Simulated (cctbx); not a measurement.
# Resonant diffraction in CaAsPb14S16

Space group P4/mmm (no. 123), a = 11.9860 Å, b = 11.9860 Å, c = 6.1600 Å, α = 90.00°, β = 90.00°, γ = 90.00°.

```
atom  mult.       x       y    z  Ueq (Å²)
 Pb1      4  0.7547  0.7547    0    0.0188
 Pb2      4     1/2  0.7589  1/2    0.0227
 Pb3      4       0  0.7452  1/2    0.0187
 Pb4      2       0     1/2    0    0.0266
 As1      1     1/2     1/2    0    0.0445
 Ca1      1       0       0    0    0.0447
  S1      4  0.7664     1/2    0    0.0418
  S2      4  0.7449       0    0    0.0333
  S3      1     1/2     1/2  1/2    0.0318
  S4      2       0     1/2  1/2    0.0404
  S5      1       0       0  1/2    0.0243
  S6      4  0.7479  0.7479  1/2    0.0384
```

The model is made up (kin elements in a known structure type, no relaxation), so it says nothing on whether the phase exists.

Calculated with cctbx: free-atom f′ and f″ from the Sasaki tables, no fine structure; amplitudes in electrons.

```csv
E (eV),F 1 3 0,F 2 1 0,F 1 2 1,F 0 0 1
11267,62.1,12.7,19.6,98.2
11617,62.1,11.9,18.8,98.1
11747,62.5,11.2,18.1,98.3
11807,63.0,10.5,17.4,98.8
11837,63.6,9.8,16.7,99.4
11852,64.2,9.1,16.0,100.1
11859,64.8,8.5,15.4,100.7
11863,65.4,7.8,14.8,101.3
11871,65.4,8.3,15.0,101.3
11875,64.6,9.1,15.8,100.5
11882,63.9,9.7,16.4,99.8
11897,63.2,10.4,17.1,99.0
11927,62.4,11.1,17.8,98.1
12017,61.1,12.0,18.8,96.8
12267,59.2,13.0,19.7,94.6
```

**Question.** Which edge is crossed, and why do the reflections move as they do?

The K edge of As. The edge is at 11867 eV. f′ of As falls from -4.2 e at 11747 eV to -7.6 e at 4 eV below it, and f″ steps from 0.50 to 3.86 e across it. Over that approach |F| changes by +5 % (1 3 0), -30 % (2 1 0), -18 % (1 2 1) and +3 % (0 0 1): a reflection falls where As scatters in phase with the total and rises where it scatters against it; it hardly moves where the As term is small or cancels by symmetry. Above the edge the larger f″ enters the imaginary part, where it can add to or cancel the other atoms' f″. The structure is centrosymmetric, so Friedel mates stay equal.

[Logs are printed without paths, hosts, clocks, repeated set-up lines and the standing remarks that a program may print on its own settings, such as how far it seeks lower states.]
